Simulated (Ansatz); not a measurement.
# Band gap of Bi3O4Cl (C2/c) from density functionals to GW

Wanted: a ladder of band gaps for Bi3O4Cl (C2/c), from density functionals to G0W0.

Calculated with Ansatz 0.2.0; density functionals, hybrids and G0W0, plane waves, PAW.

**1. Starting point**

It takes space group C2/c (No. 15, monoclinic). Conventional cell: a = 19.281 Å, b = 5.648 Å, c = 5.695 Å, α = 90.00°, β = 105.65°, γ = 90.00°. Nearest to Bi lie 4 O at 2.19 to 2.37 Å. Bi has 3 O at 2.10 to 2.13 Å and 1 Cl at 3.22 Å nearest. Cl has 4 Bi at 3.22 to 3.31 Å nearest. O has 2 Bi at 2.10 to 2.13 Å nearest. Nearest to O lie 3 Bi at 2.10 to 2.37 Å. Farther neighbours and most contacts between anions are not listed.

The cell and positions come from the Crystallography Open Database and are kept as given unless a step says otherwise. Spin-orbit coupling is left out unless a step names it. The default PAW set here is soft_2. Its files were made with PBE.

**2. LDA on the 4×4×4 mesh**

Levels along a band path and on the mesh show where this functional puts the band edges.

This step: DFT, LDA, plane waves, PAW.

Input file input.yaml:

```yaml
crystal:
  lattice:
    - [9.6406818171, -2.8238, 0.0]
    - [9.6406818171, 2.8238, 0.0]
    - [-1.5365156966, 0.0, 5.484222887]
  atoms:
    - { symbol: Bi, position: [0.2925, 0.7075, 0.75] }
    - { symbol: Bi, position: [0.7075, 0.2925, 0.25] }
    - { symbol: Bi, position: [0.93879, 0.35443, 0.9332] }
    - { symbol: Bi, position: [0.64557, 0.06121, 0.5668] }
    - { symbol: Bi, position: [0.06121, 0.64557, 0.0668] }
    - { symbol: Bi, position: [0.35443, 0.93879, 0.4332] }
    - { symbol: Cl, position: [0.0, 0.5, 0.5] }
    - { symbol: Cl, position: [0.5, 0.0, 0.0] }
    - { symbol: O, position: [0.055, 0.1312, 0.6074] }
    - { symbol: O, position: [0.8688, 0.945, 0.8926] }
    - { symbol: O, position: [0.945, 0.8688, 0.3926] }
    - { symbol: O, position: [0.1312, 0.055, 0.1074] }
    - { symbol: O, position: [0.4988, 0.6314, 0.4794] }
    - { symbol: O, position: [0.3686, 0.5012, 0.0206] }
    - { symbol: O, position: [0.5012, 0.3686, 0.5206] }
    - { symbol: O, position: [0.6314, 0.4988, 0.9794] }
kpoints:
  mp_grid: { grid: [4, 4, 4] }
  band_path:
    path:
      - [[0.0, 0.0, 0.0], [-0.27313186, 0.27313186, 0.0]]
      - [[-0.72686814, -0.27313186, 0.0], [-0.5, -0.5, 0.0], [0.0, 0.0, 0.0], [-0.5, -0.5, 0.5], [-0.74799509, -0.25200491, 0.5]]
      - [[-0.25200491, 0.25200491, 0.5], [0.0, 0.0, 0.5], [0.0, 0.0, 0.0]]
      - [[-0.5, 0.0, 0.5], [0.0, 0.0, 0.0], [-0.5, 0.0, 0.0]]
    npoints: 10
hamiltonian:
  xc: lda
scf:
  occupations: { method: fermi_dirac, width: 0.02 }
  n_extra_bands: 9
output:
  eigenvalues: true
  forces: true
  stress: true
  write_density: true
  write_potential: true
  elf: true
  volumetric_format: npy
```

Launch:

```console
ansatz run input.yaml --threads 3 --pin off --max-ram 92160MiB --backend cuda --events-out ev --progress --plain --runs-dir out --devices 1 --max-vram 13GiB
```

Numbers of over 12 decimals in the logs are rounded to 6 here.

Output:

```text
scf.n_extra_bands = 9 over 76 filled bands (N_el = 152.0): the run solves 85 bands
GPUs: using 1 of 1 available (devices: 1).
Engine: ansatz 0.2.0, x86_64-unknown-linux-gnu
Pseudopotentials: kind: paw
Pseudopotential: Bi, paw, valence charge 15, recommended cutoff 420 eV (normal), Bi.paw.azcp
Pseudopotential: Cl, paw, valence charge 7, recommended cutoff 420 eV (normal), Cl.paw.azcp
Pseudopotential: O, paw, valence charge 6, recommended cutoff 420 eV (normal), O.paw.azcp
Functional definition: SPW92
  exchange = slater_x
  correlation = pw_c
device memory: the entry about to start is reckoned to put 6.5 GiB on a device that reports 53.3 GiB free (of which the cap on the GPU budget leaves the run 13.0 GiB)
GPU FFT provider: cuFFT
GPU libraries: cuBLAS 13.8.2, cuFFT 12.4.0, cuSOLVER 12.3.4
Crystal: 16 atoms, lattice volume = 298.598 Å³
Basis set: ecut = 420 eV, 5857 PW (Γ)
Bands: 85, of which v1, the nominal top of the filled ones, is band 76 counted from 1 (75 counted from 0)
Symmetry: 4 space group operations
Space group: C2/c (ITA 15), of the structure as read, at distance tolerance 6.7e-5 Å
k-points: 24 of 64
Non-local potential: Bi, projectors of the file, l = 0: 2, l = 1: 2, l = 2: 2, l = 3: 2
Non-local potential: Cl, projectors of the file, l = 0: 2, l = 1: 2, l = 2: 2
Non-local potential: O, projectors of the file, l = 0: 2, l = 1: 2, l = 2: 1
PAW form: soft (Blöchl's): semilocal exchange-correlation on the pseudo side does not see the compensation charge
PAW frozen core: Bi, regenerated for the run's functional, and the local potential with it (the file was generated under x = pbe(κ = 0.804, μ = 0.219515), c = pbe(β = 0.066725))
PAW frozen core: Cl, regenerated for the run's functional, and the local potential with it (the file was generated under x = pbe(κ = 0.804, μ = 0.219515), c = pbe(β = 0.066725))
PAW frozen core: O, regenerated for the run's functional, and the local potential with it (the file was generated under x = pbe(κ = 0.804, μ = 0.219515), c = pbe(β = 0.066725))
PAW one-centre angular grid: Bi, 590 points (default); XC on 64 Gauss nodes
PAW one-centre angular grid: Cl, 110 points (default); XC on 64 Gauss nodes
PAW one-centre angular grid: O, 110 points (default); XC on 64 Gauss nodes
Initial density: superposition of atomic densities (neutral atoms: chi_scale 0, normalization atom), corrected by the library's trained network
Initial wavefunctions: pseudopotential atomic-orbital guess
GPU buffer pool allocated for 207360 grid points (all kernels)
GPU transforms: local potential and band sums: pruned to the plane-wave sphere, on 72×72×40
Functional: x = slater, c = lda
SCF iter   1: F=—  HF=-79045.016235 eV  |F-HF|=—  |Δ(HF+E_count)|=         —  Δρ=1.42e-2  dr2=6.15e-1  ethr=1.77e-3  ⟨swp⟩=6.0  Hψ=7843  notcnv=0
preconditioner: auto → Resta (q_TF=auto, 2.438 Å⁻¹)  ε∞=3.6  [insulator: Δε(μ)=2.323 eV  Ē_g=16.351 eV  σ=0.020 eV  W_gap=1.00  n_scr=62 (ndim 8)  ℏωp=26.5 eV  f_vac=0.034  D(μ)=0.00/eV (n_scr^D=0)  ε∞_Penn≈3.6]
SCF iter   2: F=—  HF=-79044.901361 eV  |F-HF|=—  |Δ(HF+E_count)|=   1.15e-1  Δρ=6.47e-3  dr2=1.07e-1  ethr=4.04e-4  ⟨swp⟩=2.3  Hψ=3675  notcnv=0  defer=70
SCF iter   3: F=—  HF=-79044.880726 eV  |F-HF|=—  |Δ(HF+E_count)|=   2.06e-2  Δρ=2.01e-3  dr2=9.67e-3  ethr=7.02e-5  ⟨swp⟩=2.0  Hψ=2881  notcnv=0  defer=70
SCF iter   4: F=—  HF=-79044.878135 eV  |F-HF|=—  |Δ(HF+E_count)|=   2.59e-3  Δρ=5.86e-4  dr2=9.53e-4  ethr=6.36e-6  ⟨swp⟩=2.1  Hψ=2869  notcnv=0  defer=70
SCF iter   5: F=—  HF=-79044.877980 eV  |F-HF|=—  |Δ(HF+E_count)|=   1.55e-4  Δρ=3.79e-4  dr2=4.33e-4  ethr=6.27e-7  ⟨swp⟩=2.0  Hψ=3049  notcnv=0  defer=70
SCF iter   6: F=—  HF=-79044.877938 eV  |F-HF|=—  |Δ(HF+E_count)|=   4.15e-5  Δρ=7.54e-5  dr2=1.51e-5  ethr=2.85e-7  ⟨swp⟩=2.0  Hψ=2690  notcnv=0  defer=70
SCF iter   7: F=—  HF=-79044.878331 eV  |F-HF|=—  |Δ(HF+E_count)|=   3.93e-4  Δρ=1.76e-5  dr2=1.06e-6  ethr=9.96e-9  ⟨swp⟩=2.3  Hψ=3113  notcnv=0  defer=70
SCF iter   8: F=-79044.878331 eV  HF=-79044.878331 eV  |F-HF|=9.47e-9  |Δ(HF+E_count)|=   4.22e-7  Δρ=2.91e-6  dr2=3.22e-8  ethr=6.58e-11  ⟨swp⟩=14.2  Hψ=17791  notcnv=0
SCF 1 converged in 8 iterations: F = -79044.878331 eV  dr2 = 3.22e-8
[...]
device memory: the entry about to start is reckoned to put 5.0 GiB on a device that reports 48.0 GiB free (of which the cap on the GPU budget leaves the run 13.0 GiB)
NSCF: frozen V_eff on 94 k-points
SCF converged after 8 iterations
Free energy (F): -79044.878331 eV
Harris-Foulkes:  -79044.878331 eV  (|F-HF|=9.47e-9)
Internal energy: -79044.878331 eV  (E = F + TS)
E sigma→0 (E₀):  -79044.878331 eV
Fermi energy:    8.655952 eV
--- Per-component energies (eV) ---
  E_band       = -742.277510
  E_kinetic    = 3523.515462
  E_local      = -14006.760821  (includes V_loc(G=0)·N_el)
  E_nonlocal   = 3870.185600
  E_hartree    = 4879.672637
  E_xc         = -1693.879890
  E_vxc        = -1854.935111  (∫ρ·V_xc dr)
  E_paw        = -64548.442254  (= ΣΔE_a)
  E_vpaw       = -2033.653503  (= ΣTr[D̂ρ^β])
  E_aug_tail   = 0.016293  (compensation charges beyond the density's cutoff)
  E_ewald      = -11070.312406
  E_core_change = 1.127046  (= ΣΔE_core)
  E_smearing   = -0.000000  (= −TS)
  E_closure    = 0.000000  (closes the sum)
  Σ components = -79044.878331   (vs F -79044.878331, Δ=0.00e0)
--- Forces (eV/Å), atoms counted from 1 ---
  atom   1  Bi     0.00000000     0.09141000     0.00000000
  atom   2  Bi    -0.00000000    -0.09141000    -0.00000000
  atom   3  Bi    -0.09212783    -0.07105804     0.08697844
  atom   4  Bi     0.09212783    -0.07105804    -0.08697844
  atom   5  Bi     0.09212783     0.07105804    -0.08697844
  atom   6  Bi    -0.09212783     0.07105804     0.08697844
  atom   7  Cl    -0.00000000     0.00000000     0.00000000
  atom   8  Cl    -0.00000000     0.00000000     0.00000000
  atom   9  O     -0.01496113    -0.10807510    -0.11825987
  atom  10  O      0.01496113    -0.10807510     0.11825987
  atom  11  O      0.01496113     0.10807510     0.11825987
  atom  12  O     -0.01496113     0.10807510    -0.11825987
  atom  13  O     -0.02070180     0.13312711     0.19153243
  atom  14  O      0.02070180     0.13312711    -0.19153243
  atom  15  O      0.02070180    -0.13312711    -0.19153243
  atom  16  O     -0.02070180    -0.13312711     0.19153243
  max |Σ_I F_I| component: 2.78e-17 eV/Å
--- Stress (GPa, compression-positive) ---
       -2.679405       0.000000       0.419865
        0.000000      -2.309119      -0.000000
        0.419865      -0.000000      -2.145272
  P = ⅓ Tr σ = -2.3779 GPa (-23.779 kbar)
--- Band table (eV; the first three rows and the last of 24) ---
  k-point 0: bands = [... 72 lower, 6.6346, 6.7635, 6.8433, 7.1283, 10.1107, 10.3092, 10.5710, 10.9148, ... 5 higher]
  k-point 1: bands = [... 72 lower, 6.7149, 6.7300, 6.9576, 7.1785, 10.3969, 10.6155, 10.8331, 11.0695, ... 5 higher]
  k-point 2: bands = [... 72 lower, 6.7291, 6.7291, 7.0779, 7.0779, 10.4593, 10.4593, 11.2228, 11.2228, ... 5 higher]
  k-point 23: bands = [... 72 lower, 6.7785, 6.7785, 7.0301, 7.0301, 10.8550, 10.8550, 11.2589, 11.2589, ... 5 higher]
```

Elapsed: 10 s, on 1 × NVIDIA H100 80GB HBM3 (shared by 6 runs) with 3 threads of AMD EPYC 7R13 (Zen 3), shared host; peak memory 1.2 GiB; 16 s of CPU time.

The column dr2 measures how far the density is from self-consistency, as an energy; F and HF (Harris–Foulkes) agree once it is small.

This step gave:

- pressure: -2.378 GPa
- filled bands: 76
- gap: 2.476 eV
- valence top at: V_2
- conduction bottom at: Y_2
- least direct gap: 2.513 eV

Over mesh and path the gap is 2.476 eV, from k = (-0.500, 0.000, 0.000) to k = (-0.500, -0.500, 0.000). The least direct gap found is 2.513 eV, at k = (-0.500, -0.500, 0.000).

**3. LDA+SOC on the 4×4×4 mesh**

This run has two-component orbitals with spin-orbit coupling.

This step: DFT, LDA with spin-orbit coupling, plane waves, PAW.

input.yaml, the sections that differ from step 2:

```yaml
kpoints:
  mp_grid: { grid: [4, 4, 4] }
  band_path:
    path:
      - [0.0, 0.0, 0.0]
      - [-0.27313186, 0.27313186, 0.0]
      - [-0.72686814, -0.27313186, 0.0]
      - [-0.5, -0.5, 0.0]
      - [-0.5, -0.5, 0.5]
      - [-0.74799509, -0.25200491, 0.5]
      - [-0.25200491, 0.25200491, 0.5]
      - [0.0, 0.0, 0.5]
      - [-0.5, 0.0, 0.0]
    npoints: 1
scf:
  occupations: { method: fixed }
  n_extra_bands: 18
magnetization:
  noncollinear: true
  spin_orbit: true
output:
  eigenvalues: true
  forces: true
  stress: true
# crystal, hamiltonian: as in step 2
```

Output:

```text
[...]
GPUs: using 1 of 1 available (devices: 1).
[...]
non-collinear run that drives no moment, with spin-orbit: no starting moment large enough to seed its density (crystal.atoms[].spin), no starting occupations that ask for one, no magnetisation constraint and no magnetic field, so the semilocal B_xc is pinned to zero
[...]
GPU FFT provider: cuFFT
GPU libraries: cuBLAS 13.8.2, cuFFT 12.4.0, cuSOLVER 12.3.4
Crystal: 16 atoms, lattice volume = 298.598 Å³
Basis set: ecut = 420 eV, 5857 PW (Γ)
Bands: 170, of which v1, the nominal top of the filled ones, is band 152 counted from 1 (151 counted from 0)
Symmetry: 4 space group operations + 4 with time reversal
[...]
k-points: 24 of 64
Projection manifold: j_resolved (fully-relativistic pseudo-atomic orbitals)
[...]
atom  13  O     -0.10190318     0.09352645     0.17294253
  atom  14  O      0.10190318     0.09352645    -0.17294253
  atom  15  O      0.10190318    -0.09352645    -0.17294253
  atom  16  O     -0.10190318    -0.09352645     0.17294253
  max |Σ_I F_I| component: 1.39e-17 eV/Å
--- Stress (GPa, compression-positive) ---
       -2.236524       0.000000       0.420337
        0.000000      -2.195112      -0.000000
        0.420337      -0.000000      -1.981216
  P = ⅓ Tr σ = -2.1376 GPa (-21.376 kbar)
--- Band table (eV; the first three rows and the last of 24) ---
  k-point 0: bands = [... 148 lower, 6.7677, 6.7677, 7.0371, 7.0371, 9.6340, 9.6340, 9.9659, 9.9659, ... 14 higher]
  k-point 1: bands = [... 148 lower, 6.8622, 6.8622, 7.0972, 7.0972, 9.9092, 9.9092, 10.0660, 10.0660, ... 14 higher]
  k-point 2: bands = [... 148 lower, 6.9844, 6.9844, 6.9844, 6.9844, 9.9962, 9.9962, 9.9962, 9.9962, ... 14 higher]
  k-point 23: bands = [... 148 lower, 6.9398, 6.9398, 6.9398, 6.9398, 10.2857, 10.2857, 10.2857, 10.2857, ... 14 higher]
[key lines of the parts left out:]
SCF converged after 10 iterations
Magnetization: |M| = 0.0000 μB,  M = (+0.0000, +0.0000, +0.0000) μB
Free energy (F): -79281.908755 eV
Fermi energy:    7.303619 eV
```

Elapsed: 15 s, on 1 × NVIDIA H100 80GB HBM3 (shared by 6 runs) with 3 threads; peak memory 1.4 GiB.

Numbers from this step:

```
pressure             : -2.138 GPa
gap                  : 2.253 eV
valence top at       : k = (-0.500, 0.000, 0.000)
conduction bottom at : Y_2
least direct gap     : 2.281 eV
```

Over mesh and listed points the gap is 2.253 eV, from k = (-0.500, 0.000, 0.000) to k = (-0.500, -0.500, 0.000). The least direct gap found is 2.281 eV, at k = (-0.500, -0.500, 0.000). LDA+SOC against LDA: 2.253 − 2.476 = −0.223 eV, with the same mesh, set of files (read in its fully relativistic form for the spin-orbit run) and cutoff, and both edges at the same k points. The spin-orbit run sees mesh and listed points alone, so its gap is an upper bound: the coupling can move an edge off these points, and the change over the zone, its sign included where it is small, is not known.

**4. r2SCAN on the 4×4×4 mesh**

r2SCAN is a meta-GGA: it depends on the kinetic-energy density as well as on the density and its gradient.

This step: DFT, r2SCAN, plane waves, PAW.

Edit input.yaml of step 3 so:

```diff
@@ -37,9 +37,6 @@
 hamiltonian:
-  xc: lda
+  xc: r2scan
 scf:
   occupations: { method: fixed }
-  n_extra_bands: 18
-magnetization:
-  noncollinear: true
-  spin_orbit: true
+  n_extra_bands: 9
 output:
```

Output:

```text
[...]
GPUs: using 1 of 1 available (devices: 1).
[...]
GPU FFT provider: cuFFT
GPU libraries: cuBLAS 13.8.2, cuFFT 12.4.0, cuSOLVER 12.3.4
Crystal: 16 atoms, lattice volume = 298.598 Å³
Basis set: ecut = 500 eV, 7609 PW (Γ), exchange–correlation on 300×300×180 points (64 copies of the dense FFT grid, shifted against one another)
[...]
k-point 0: bands = [... 72 lower, 6.6311, 6.8820, 6.9215, 7.2304, 10.7465, 10.9292, 11.2584, 11.5622, ... 5 higher]
  k-point 1: bands = [... 72 lower, 6.7619, 6.7868, 7.0727, 7.2795, 11.0344, 11.2419, 11.4836, 11.6721, ... 5 higher]
  k-point 2: bands = [... 72 lower, 6.7766, 6.7766, 7.1807, 7.1807, 11.0733, 11.0733, 11.8550, 11.8550, ... 5 higher]
  k-point 23: bands = [... 72 lower, 6.8067, 6.8067, 7.1402, 7.1402, 11.4679, 11.4679, 11.8861, 11.8861, ... 5 higher]
[key lines of the parts left out:]
SCF converged after 8 iterations
Free energy (F): -81182.826682 eV
Fermi energy:    7.529832 eV
P = ⅓ Tr σ = 1.1863 GPa (11.863 kbar)
```

Elapsed: 24 s, on 1 × NVIDIA H100 80GB HBM3 (shared by 6 runs) with 3 threads; peak memory 1.7 GiB.

Numbers from this step:

```
pressure             : 1.186 GPa
gap                  : 3.026 eV
valence top at       : k = (-0.500, 0.000, 0.000)
conduction bottom at : Y_2
least direct gap     : 3.071 eV
```

Over mesh and listed points the gap is 3.026 eV, from k = (-0.500, 0.000, 0.000) to k = (-0.500, -0.500, 0.000). The least direct gap found is 3.071 eV, at k = (-0.500, -0.500, 0.000). r2SCAN against LDA: 3.026 − 2.476 = +0.550 eV. The runs also differ in plane-wave cutoff (420 eV and 500 eV), so how much of this comes from the functional alone is not known.

**5. HSE06 on the 4×4×4 mesh**

HSE06 mixes in a quarter of exact exchange at short range.

This step: DFT, HSE06, plane waves, PAW.

Edit input.yaml of step 4 so:

```diff
@@ -37,3 +37,3 @@
 hamiltonian:
-  xc: r2scan
+  xc: hse06
 scf:
@@ -43,3 +43 @@
   eigenvalues: true
-  forces: true
-  stress: true
```

Output:

```text
[...]
GPUs: using 1 of 1 available (devices: 1).
[...]
davidson cushion auto → on  (no smearing: the cushion is to keep the highest requested band from converging to the state above it; pin scf.eigensolver.cushion to override)
[...]
GPU FFT provider: cuFFT
GPU libraries: cuBLAS 13.8.2, cuFFT 12.4.0, cuSOLVER 12.3.4
Crystal: 16 atoms, lattice volume = 298.598 Å³
Basis set: ecut = 420 eV, 5857 PW (Γ)
[...]
Fermi energy:    7.066364 eV
[...]
--- Band table (eV; the first three rows and the last of 24) ---
  k-point 0: bands = [... 72 lower, 6.0410, 6.3713, 6.4725, 6.7242, 10.9060, 11.1036, 11.4181, 11.7560, ... 5 higher]
  k-point 1: bands = [... 72 lower, 6.1885, 6.2804, 6.5582, 6.8270, 11.2009, 11.4280, 11.6708, 11.9069, ... 5 higher]
  k-point 2: bands = [... 72 lower, 6.2274, 6.2274, 6.6965, 6.6965, 11.2561, 11.2561, 12.0743, 12.0743, ... 5 higher]
  k-point 23: bands = [... 72 lower, 6.2850, 6.2850, 6.6407, 6.6407, 11.6827, 11.6827, 12.1270, 12.1270, ... 5 higher]
[key lines of the parts left out:]
Free energy (F): -81098.265156 eV
```

The job ended after 3.4 min (1 × NVIDIA H100 80GB HBM3 (shared by 6 runs) with 3 threads; peak memory 2.9 GiB; 6.6 min of CPU time).

This step gave:

```
gap                     : 3.620 eV
valence top at          : Y_2
conduction bottom at    : Y_2
least direct gap        : 3.620 eV
exact-exchange fraction : 0.25
```

Over mesh and listed points the gap is 3.620 eV, direct, at k = (-0.500, -0.500, 0.000). HSE06 against LDA: 3.620 − 2.476 = +1.144 eV. Mesh, set of files and cutoff are the same, but the valence top lies at another k point, so this need not be the shift of one pair of states.

[end of part 1 of 2]

[Paths, hosts, dates, memory and timing lines, banners, echoed tables and standing remarks are left out of the program output.]

[Logs are printed without paths, hosts, clocks, repeated set-up lines and the standing remarks that a program may print on its own settings, such as how far it seeks lower states.]

[Runs of the session that timed out or met a known fault of the program may be left out.]

[Cells called generated may have been cut or substituted from an entry of the Crystallography Open Database or the Materials Project.]

[Hosts, paths, dates, database ids (printed as entryN), source tags and the programs' standing remarks are cut or masked in the printed files.]

[Where an RPA ε∞ is given, it is that of the G0W0 mesh and is not shown converged in it. Names of k-points follow the symmetry that the program found, which can be lower than the space group named. Band edges on a path are those of the sampled points; other points can move an edge, and change direct to indirect where valleys lie close.]

[Hybrid gaps are those of their k-mesh and are not shown converged in it.]
